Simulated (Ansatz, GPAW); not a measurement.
# Work function of a 7-layer slab of Pb(111) at several levels

How far do functional and basis move the work function of a 7-layer slab of Pb(111)?

Program: GPAW 26.7.0 and Ansatz 0.2.0. Level of theory: Ansatz plane waves; slab in vacuum with a dipole correction, relaxation, in the first sound run; inputs show where later runs differ. Results are calculated unless marked as measured.

**1. The structure**

The cell holds 7 atoms: 7 Pb. Its edges and angles: a = 3.500 Å, b = 3.500 Å, c = 35.147 Å, α = 90.0°, β = 90.0°, γ = 60.0°. Vacuum lies along c.

**2. Relaxation**

Forces are removed first; all later runs use this geometry. The lowest 3 atoms are held at bulk positions and keep their forces.

File input.yaml:

```yaml
crystal:
  lattice:
    - [3.5001785669, 0.0, 0.0]
    - [1.7500892834, 3.0312435567, 0.0]
    - [0.0, 0.0, 35.1473029949]
  atoms:
    - { symbol: Pb, position: [0.0, 0.0, 0.2560651667] }
    - { symbol: Pb, position: [0.3333333333, 0.3333333333, 0.3373767778] }
    - { symbol: Pb, position: [0.6666666667, 0.6666666667, 0.4186883889] }
    - { symbol: Pb, position: [0.0, 0.0, 0.5] }
    - { symbol: Pb, position: [0.3333333333, 0.3333333333, 0.5813116111] }
    - { symbol: Pb, position: [0.6666666667, 0.6666666667, 0.6626232222] }
    - { symbol: Pb, position: [0.0, 0.0, 0.7439348333] }
kpoints:
  mp_grid: { grid: [10, 10, 1] }
hamiltonian:
  xc: pbe
scf:
  occupations: { method: fermi_dirac, width: 0.1 }
efield:
  axis: 3
  dipole_correction: true
  ramp_width: 0.05
relax:
  f_tol: 0.02
  max_steps: 60
  constraints: [{ sites: [0, 1, 2] }]
output:
  write_potential: true
  write_density: true
  volumetric_format: npy
```

Launch:

```console
$ ansatz run input.yaml --threads 4 --pin off --max-ram 8192MiB --backend cpu --events-out ev --progress --plain --runs-dir out
```

Numbers of over 12 decimals in the logs are rounded to 6 here.

Output:

```text
Engine: ansatz 0.2.0, x86_64-unknown-linux-gnu
Pseudopotentials: kind: paw
Pseudopotential: Pb, paw, valence charge 14, recommended cutoff 420 eV (normal), Pb.paw.azcp
Functional definition: PBE
  parameter kappa = 0.804
  parameter beta = 0.066725
  exchange = pbe_x(kappa = kappa, mu = beta*pi^2/3)
  correlation = pbe_c(beta = beta)
Crystal: 7 atoms, lattice volume = 372.909 Å³
Basis set: ecut = 420 eV, 7275 PW (Γ), exchange–correlation on 48×48×480 points (8 copies of the dense FFT grid, shifted against one another)
Bands: 59, of which v1, the nominal top of the filled ones, is band 49 counted from 1 (48 counted from 0)
Symmetry: 6 space group operations
k-points: 14 of 100 (time reversal used)
Non-local potential: Pb, projectors of the file, l = 0: 2, l = 1: 2, l = 2: 2, l = 3: 2
PAW form: soft (Blöchl's): semilocal exchange-correlation on the pseudo side does not see the compensation charge
PAW one-centre angular grid: Pb, 590 points (default); XC on 64 Gauss nodes
Initial density: superposition of atomic densities (neutral atoms: chi_scale 0, normalization atom), corrected by the library's trained network
Initial wavefunctions: pseudopotential atomic-orbital guess
Functional: x = pbe(κ = 0.804, μ = 0.219515), c = pbe(β = 0.066725)
SCF iter   1: F=—  HF=-83344.509082 eV  |F-HF|=—  |Δ(HF+E_count)|=         —  Δρ=1.00e-3  dr2=2.13e-1  ethr=1.77e-3  p=0.000 e·Å  D=1.88e-13 V/Å  ΔV_dip=-0.00 eV  dr2_dipole=3.48e-7  V_vac-E_F(+/−)=3.72/3.72 eV  ⟨swp⟩=7.4  Hψ=3302  notcnv=0
efield: sawtooth ramp at fractional position 0.9750 (placed from the atoms, in the widest stretch of the axis that holds none; the zero of the levels goes with the place), width 0.0500; the density the first Hamiltonian is built on has a dipole p = 0.000 e·Å; the dipole correction subtracts the counter field D = 1.88e-13 V/Å, which shifts the + side's vacuum level by -0.00 eV against the − side's; the planar-averaged density in the ramp window peaks in size at 1.4e-5 e/Å³
preconditioner: auto → LDOS  [metal: Δε(μ)=0.045 eV  Ē_g=15.882 eV  σ=0.100 eV  W_gap=0.11  n_scr=66 (ndim 8)  ℏωp=19.0 eV  f_vac=0.402  D(μ)=4.33/eV (n_scr^D=16)  β→1.0]
SCF iter   2: F=—  HF=-83344.505581 eV  |F-HF|=—  |Δ(HF+E_count)|=   3.50e-3  Δρ=4.93e-4  dr2=2.43e-3  ethr=2.17e-4  p=-0.000 e·Å  D=-8.60e-6 V/Å  ΔV_dip=0.00 eV  dr2_dipole=6.95e-8  V_vac-E_F(+/−)=3.67/3.67 eV  ⟨swp⟩=1.8  Hψ=999  notcnv=0  defer=11
SCF iter   3: F=—  HF=-83344.505380 eV  |F-HF|=—  |Δ(HF+E_count)|=   2.01e-4  Δρ=4.41e-4  dr2=1.89e-3  ethr=2.47e-6  p=0.000 e·Å  D=7.21e-7 V/Å  ΔV_dip=-0.00 eV  dr2_dipole=8.73e-9  V_vac-E_F(+/−)=3.68/3.68 eV  ⟨swp⟩=2.4  Hψ=1636  notcnv=0  defer=11
SCF iter   4: F=—  HF=-83344.505060 eV  |F-HF|=—  |Δ(HF+E_count)|=   3.20e-4  Δρ=4.58e-5  dr2=1.30e-5  ethr=1.93e-6  p=-0.000 e·Å  D=-1.57e-6 V/Å  ΔV_dip=0.00 eV  dr2_dipole=8.26e-10  V_vac-E_F(+/−)=3.67/3.67 eV  ⟨swp⟩=2.1  Hψ=1381  notcnv=0  defer=11
iter 5 did not close the SCF: its close was put off for the readings that it lacked (scf_convergence_deferred on its scf_iter line)
SCF iter   5: F=-83344.505064 eV  HF=-83344.505065 eV  |F-HF|=8.80e-7  |Δ(HF+E_count)|=   4.43e-6  Δρ=1.64e-5  dr2=1.67e-6  ethr=1.33e-8  p=-0.000 e·Å  D=-4.60e-7 V/Å  ΔV_dip=0.00 eV  dr2_dipole=4.47e-10  V_vac-E_F(+/−)=3.67/3.67 eV  ⟨swp⟩=2.1  Hψ=1525  notcnv=0  defer=11
SCF iter   6: F=-83344.505064 eV  HF=-83344.505065 eV  |F-HF|=1.47e-7  |Δ(HF+E_count)|=   5.96e-8  Δρ=3.96e-6  dr2=2.69e-7  ethr=1.70e-9  p=-0.000 e·Å  D=-1.40e-7 V/Å  ΔV_dip=0.00 eV  dr2_dipole=1.04e-11  V_vac-E_F(+/−)=3.67/3.67 eV  ⟨swp⟩=9.3  Hψ=7104  notcnv=0
SCF 1 converged in 6 iterations: F = -83344.505064 eV  dr2 = 2.69e-7
  greatest PAW one-centre occupation: 0.979 electrons in one spin orbital (limit 2), on the Pb atom at site 6 (counted from 0), in its partial waves of l = 2
relax step   1: F+E_penalty+E_count = -83344.50506443 eV  Δ(F+E_penalty+E_count) = +0.000e0 eV  max|allowed force component| = 2.009e-1 eV/Å  Δτ_max = 0.0000 Å  (6 SCF iters, dr2 threshold 1.00e-5 eV, accepted)
Initial density: handed on by an earlier stage of this run
Initial wavefunctions: those handed on with the density
iter 1 solved again at ethr=6.19e-5 eV; its pass at ethr=3.10e-3 eV (dr2=6.07e-2 eV) is discarded
SCF iter   1: F=—  HF=-83344.524078 eV  |F-HF|=—  |Δ(HF+E_count)|=         —  Δρ=1.36e-3  dr2=6.21e-2  ethr=6.19e-5  p=-0.000 e·Å  D=-2.53e-7 V/Å  ΔV_dip=0.00 eV  dr2_dipole=2.84e-2  V_vac-E_F(+/−)=3.68/3.68 eV  ⟨swp⟩=1.3  Hψ=3153  notcnv=0  defer=14
efield: sawtooth ramp at fractional position 0.9750 (handed on by an earlier solve), width 0.0500; the density the first Hamiltonian is built on has a dipole p = -0.000 e·Å; the dipole correction subtracts the counter field D = -2.53e-7 V/Å, which shifts the + side's vacuum level by +0.00 eV against the − side's; the planar-averaged density in the ramp window peaks in size at 4.6e-7 e/Å³
preconditioner: auto → LDOS  [metal: Δε(μ)=0.025 eV  Ē_g=15.865 eV  σ=0.100 eV  W_gap=0.06  n_scr=66 (ndim 8)  ℏωp=19.0 eV  f_vac=0.399  D(μ)=4.47/eV (n_scr^D=16)  β→1.0]
SCF iter   2: F=—  HF=-83344.521863 eV  |F-HF|=—  |Δ(HF+E_count)|=   2.21e-3  Δρ=5.38e-4  dr2=7.80e-3  ethr=6.19e-5  p=-0.001 e·Å  D=-6.65e-4 V/Å  ΔV_dip=0.02 eV  dr2_dipole=3.03e-3  V_vac-E_F(+/−)=3.71/3.68 eV  ⟨swp⟩=1.3  Hψ=811  notcnv=0  defer=14
SCF iter   3: F=—  HF=-83344.522017 eV  |F-HF|=—  |Δ(HF+E_count)|=   1.54e-4  Δρ=4.93e-4  dr2=1.54e-3  ethr=7.96e-6  p=-0.001 e·Å  D=-6.55e-4 V/Å  ΔV_dip=0.02 eV  dr2_dipole=9.75e-5  V_vac-E_F(+/−)=3.70/3.68 eV  ⟨swp⟩=2.0  Hψ=1499  notcnv=0  defer=14
SCF iter   4: F=—  HF=-83344.521691 eV  |F-HF|=—  |Δ(HF+E_count)|=   3.26e-4  Δρ=3.96e-5  dr2=6.48e-6  ethr=1.57e-6  p=-0.001 e·Å  D=-6.85e-4 V/Å  ΔV_dip=0.02 eV  dr2_dipole=1.13e-6  V_vac-E_F(+/−)=3.71/3.68 eV  ⟨swp⟩=2.1  Hψ=1488  notcnv=0  defer=15
SCF iter   5: F=-83344.521693 eV  HF=-83344.521693 eV  |F-HF|=2.65e-7  |Δ(HF+E_count)|=   1.94e-6  Δρ=1.46e-5  dr2=1.03e-6  ethr=2.57e-9  p=-0.001 e·Å  D=-6.57e-4 V/Å  ΔV_dip=0.02 eV  dr2_dipole=6.63e-8  V_vac-E_F(+/−)=3.70/3.68 eV  ⟨swp⟩=12.1  Hψ=7696  notcnv=0
SCF 2 converged in 5 iterations: F = -83344.521693 eV  dr2 = 1.03e-6
  Residual-converged pass: ⟨swp⟩=1.1  Hψ=883  notcnv=0  max |occ|·‖R‖ = 7.0e-9 eV (tolerance 1.0e-8 eV)  dr2=1.03e-6  dr2_onsite=6.83e-8  max |Δocc| = 1.1e-10
  greatest PAW one-centre occupation: 0.979 electrons in one spin orbital (limit 2), on the Pb atom at site 0 (counted from 0), in its partial waves of l = 2
relax step   2: F+E_penalty+E_count = -83344.52169253 eV  Δ(F+E_penalty+E_count) = -1.663e-2 eV  max|allowed force component| = 4.168e-2 eV/Å  Δτ_max = 0.1851 Å  (5 SCF iters, dr2 threshold 2.52e-6 eV, accepted)
SCF iter   1: F=—  HF=-83344.523230 eV  |F-HF|=—  |Δ(HF+E_count)|=         —  Δρ=5.51e-4  dr2=6.74e-3  ethr=9.94e-5  p=-0.001 e·Å  D=-6.57e-4 V/Å  ΔV_dip=0.02 eV  dr2_dipole=2.77e-4  V_vac-E_F(+/−)=3.71/3.68 eV  ⟨swp⟩=4.6  Hψ=2089  notcnv=0  defer=14
efield: sawtooth ramp at fractional position 0.9750 (handed on by an earlier solve), width 0.0500; the density the first Hamiltonian is built on has a dipole p = -0.001 e·Å; the dipole correction subtracts the counter field D = -6.57e-4 V/Å, which shifts the + side's vacuum level by +0.02 eV against the − side's; the planar-averaged density in the ramp window peaks in size at 6.3e-7 e/Å³
preconditioner: auto → LDOS  [metal: Δε(μ)=0.013 eV  Ē_g=15.863 eV  σ=0.100 eV  W_gap=0.03  n_scr=66 (ndim 8)  ℏωp=19.0 eV  f_vac=0.398  D(μ)=4.54/eV (n_scr^D=16)  β→1.0]
SCF iter   2: F=—  HF=-83344.523060 eV  |F-HF|=—  |Δ(HF+E_count)|=   1.70e-4  Δρ=2.23e-4  dr2=4.69e-3  ethr=6.88e-6  p=-0.002 e·Å  D=-8.64e-4 V/Å  ΔV_dip=0.03 eV  dr2_dipole=3.70e-3  V_vac-E_F(+/−)=3.72/3.69 eV  ⟨swp⟩=1.7  Hψ=1095  notcnv=0  defer=14
SCF iter   3: F=—  HF=-83344.522993 eV  |F-HF|=—  |Δ(HF+E_count)|=   6.68e-5  Δρ=6.86e-5  dr2=5.07e-4  ethr=4.78e-6  p=-0.002 e·Å  D=-8.62e-4 V/Å  ΔV_dip=0.03 eV  dr2_dipole=4.52e-4  V_vac-E_F(+/−)=3.72/3.69 eV  ⟨swp⟩=1.0  Hψ=803  notcnv=0  defer=14
SCF iter   4: F=—  HF=-83344.523007 eV  |F-HF|=—  |Δ(HF+E_count)|=   1.41e-5  Δρ=9.51e-5  dr2=5.02e-5  ethr=5.18e-7  p=-0.002 e·Å  D=-8.75e-4 V/Å  ΔV_dip=0.03 eV  dr2_dipole=1.38e-7  V_vac-E_F(+/−)=3.72/3.69 eV  ⟨swp⟩=2.3  Hψ=1104  notcnv=0  defer=14
SCF iter   5: F=—  HF=-83344.523050 eV  |F-HF|=—  |Δ(HF+E_count)|=   4.27e-5  Δρ=6.54e-6  dr2=5.48e-7  ethr=5.12e-8  p=-0.002 e·Å  D=-8.62e-4 V/Å  ΔV_dip=0.03 eV  dr2_dipole=1.25e-7  V_vac-E_F(+/−)=3.72/3.69 eV  ⟨swp⟩=2.0  Hψ=1492  notcnv=0  defer=14
SCF iter   6: F=-83344.523050 eV  HF=-83344.523050 eV  |F-HF|=8.14e-8  |Δ(HF+E_count)|=   5.33e-8  Δρ=2.36e-6  dr2=7.34e-8  ethr=1.02e-10  p=-0.002 e·Å  D=-8.60e-4 V/Å  ΔV_dip=0.03 eV  dr2_dipole=4.73e-8  V_vac-E_F(+/−)=3.72/3.69 eV  ⟨swp⟩=11.1  Hψ=6333  notcnv=0
SCF 3 converged in 6 iterations: F = -83344.523050 eV  dr2 = 7.34e-8
relax step   3: F+E_penalty+E_count = -83344.52304966 eV  Δ(F+E_penalty+E_count) = -1.357e-3 eV  max|allowed force component| = 3.945e-3 eV/Å  Δτ_max = 0.0672 Å  (6 SCF iters, accepted)
NSCF: frozen V_eff on 14 k-points
the band table was solved once a step of the walk had ended and its energy, with any forces and stress, was formed, with the checks that follow a solve (4281 applications of the Hamiltonian). They found nothing against the state; the energy, forces and stress were not computed again (output.eigenvalues in the input reference)
WARN: The output density's exchange-correlation potential varies sharply where the density is thin. Do not read a vacuum level from v_tot or v_xc, or from such a field of the output density. On a cell that repeats whose density bears no net charge and no dipole along the vacuum's axis use v_es (v_loc + v_h of the components); under efield.dipole_correction with no amplitude use v_es + v_field, which holds any externa [...]
SCF converged after 6 iterations
Free energy (F): -83344.523050 eV
Harris-Foulkes:  -83344.523050 eV  (|F-HF|=8.14e-8)
Internal energy: -83344.375930 eV  (E = F + TS)
E sigma→0 (E₀):  -83344.449490 eV
Entropy (-TS):   -0.147120 eV (-21.017 meV/atom)
Fermi energy:    4.660990 eV
Dipole field:    D = -0.000645 V/Å  (p = -0.001330 e·Å, saw-weighted, corrected)
Work function:   Φ+ = 3.7118 eV   Φ− = 3.6891 eV
Levels:          The Fermi level and band energies are counted from a zero that moves with the ramp; work functions are not
--- Per-component energies (eV) ---
  E_band       = -873.139460
  E_kinetic    = 2020.758925
  E_local      = -94460.849480  (includes V_loc(G=0)·N_el)
  E_nonlocal   = 2446.761246
  E_hartree    = 46194.510793
  E_xc         = -1544.286409
  E_vxc        = -925.834668  (∫ρ·V_xc dr)
  E_paw        = -72838.787527  (= ΣΔE_a)
  E_vpaw       = -2342.984658  (= ΣTr[D̂ρ^β])
  E_aug_tail   = 0.000344  (compensation charges beyond the density's cutoff)
  E_efield     = 0.000000  (sawtooth field / dipole correction)
  E_vefield    = 0.006247  (∫n·V_field dr)
  E_ewald      = 34837.516177
  E_smearing   = -0.147120  (= −TS)
  E_closure    = -0.000000  (closes the sum)
  Σ components = -83344.523050   (vs F -83344.523050, Δ=0.00e0)
--- Forces (eV/Å), atoms counted from 1 ---
  atom   1  Pb     0.00000000    -0.00000000     0.07906792
  atom   2  Pb    -0.00000000     0.00000000    -0.18426263
  atom   3  Pb     0.00000000     0.00000000     0.10072203
  atom   4  Pb     0.00000000     0.00000000    -0.00069694
  atom   5  Pb     0.00000000     0.00000000    -0.00073117
  atom   6  Pb     0.00000000    -0.00000000     0.00196091
  atom   7  Pb     0.00000000     0.00000000     0.00394542
  max |Σ_I F_I| component: 5.56e-6 eV/Å
--- Band table (eV; the first three rows and the last of 14) ---
  k-point 0: bands = [... 45 lower, 4.6076, 6.2347, 7.5456, 8.2077, 8.4578, 9.4395, 9.6745, 10.3858, ... 6 higher]
  k-point 1: bands = [... 45 lower, 4.7306, 6.3224, 7.6410, 8.3194, 8.5476, 8.6348, 8.8078, 9.1755, ... 6 higher]
  k-point 2: bands = [... 45 lower, 4.8904, 5.8434, 6.0598, 6.3584, 6.7660, 7.0911, 7.5144, 8.0473, ... 6 higher]
  k-point 13: bands = [... 45 lower, 2.4043, 2.7882, 2.8794, 3.0332, 3.2413, 3.5166, 3.8281, 4.2243, ... 6 higher]
--- Relaxed structure (3 steps of the walk, 3 accepted, 0 SCFs on fresh bases) ---
  F+E_penalty+E_count = -83344.52304966 eV   max|allowed force component| = 3.945e-3 eV/Å
  atoms:
    - { symbol: Pb, position: [0.0, 0.0, 0.256065] }
    - { symbol: Pb, position: [0.333333, 0.333333, 0.3373767778] }
    - { symbol: Pb, position: [0.666667, 0.666667, 0.4186883889] }
    - { symbol: Pb, position: [0, 0, 0.502534] }
    - { symbol: Pb, position: [0.333333, 0.333333, 0.585982] }
    - { symbol: Pb, position: [0.666667, 0.666667, 0.669801] }
    - { symbol: Pb, position: [0, 0, 0.749219] }
```

The job ended after 31 s (4 threads of Intel Xeon Platinum 8259CL at 2.50GHz (Skylake/Cascade Lake), shared host; peak memory 0.9 GiB; 1.9 min of CPU time).

The steps of the relaxation:

```csv
step,energy less that of the first step (eV),largest force component (eV/Å)
1,0.0000,0.2009
2,-0.0166,0.0417
3,-0.0180,0.0039
```

Forces are held to the 6 operations that the run works with; a distortion that breaks them can't arise in this run.

The atoms that moved most (Å):

```csv
atom,dx,dy,dz,length
Pb6,0.000,0.000,0.252,0.252
Pb7,0.000,0.000,0.186,0.186
Pb5,0.000,0.000,0.164,0.164
Pb4,0.000,0.000,0.089,0.089
```

Numbers from this step:

```
free energy             : -83344.5230 eV
smearing term TS        : 0.1471 eV
symmetry operations     : 6
upper work function     : 3.712 eV
lower work function     : 3.689 eV
dipole along the normal : -0.001330 e·Å
dipole field            : -6.45e-4 V/Å
vacuum level above      : 8.373 eV
vacuum level below      : 8.350 eV
```

The electrostatic potential energy of an electron (with the applied field's), less the Fermi level, planar mean oscillates, so the rows of the table below give means over windows of 2.93 Å about each position, cut where the curve ends. Its maxima inside the range that stand out by 2 % of the span (Å: eV): 10.4: 1.19, 13.3: 1.10, 16.3: 1.39, 19.2: 1.35, 22.1: 1.42, 24.9: 0.943. Its minima: 9.1: -11.7, 11.9: -11.8, 14.6: -11.9, 17.7: -11.8, 20.6: -11.9, 23.6: -11.8, 26.4: -11.8.

The electrostatic potential energy of an electron (with the applied field's), less the Fermi level, planar mean by z; means over each step:

```csv
z (Å),"electrostatic potential energy of an electron (with the applied field's), less the Fermi level, planar mean (eV)"
1.47,3.69
4.40,3.68
7.33,0.207
10.26,-5.64
13.19,-5.70
16.12,-5.24
19.05,-5.31
21.98,-5.23
24.91,-5.99
27.84,-0.669
30.77,3.71
33.70,3.71
```

The valence density, planar mean oscillates, so the rows of the table below give means over windows of 2.93 Å about each position, cut where the curve ends. Its maxima inside the range that stand out by 2 % of the span (Å: e/Å³): 8.9: 1.07, 11.9: 1.08, 14.6: 1.07, 17.7: 1.07, 20.6: 1.08, 23.6: 1.08, 26.4: 1.08. Its minima: 10.4: 0.107, 13.3: 0.105, 16.3: 0.0958, 19.2: 0.0970, 22.1: 0.0948, 24.9: 0.116.

Valence density, planar mean against z; means over each step:

```csv
z (Å),"valence density, planar mean (e/Å³)"
1.47,0
4.40,1.2e-4
7.33,0.151
10.26,0.475
13.19,0.476
16.12,0.444
19.05,0.449
21.98,0.445
24.91,0.500
27.84,0.212
30.77,1.7e-4
33.70,0
```

The relaxation lowered the energy of the cell by 0.0180 eV.

(Continued in part 2 of 3.)

[Logs are printed without paths, hosts, clocks, repeated set-up lines and the standing remarks that a program may print on its own settings, such as how far it seeks lower states.]

[Hosts, paths, dates, database ids (printed as entryN), source tags and the programs' standing remarks are cut or masked in the printed files.]
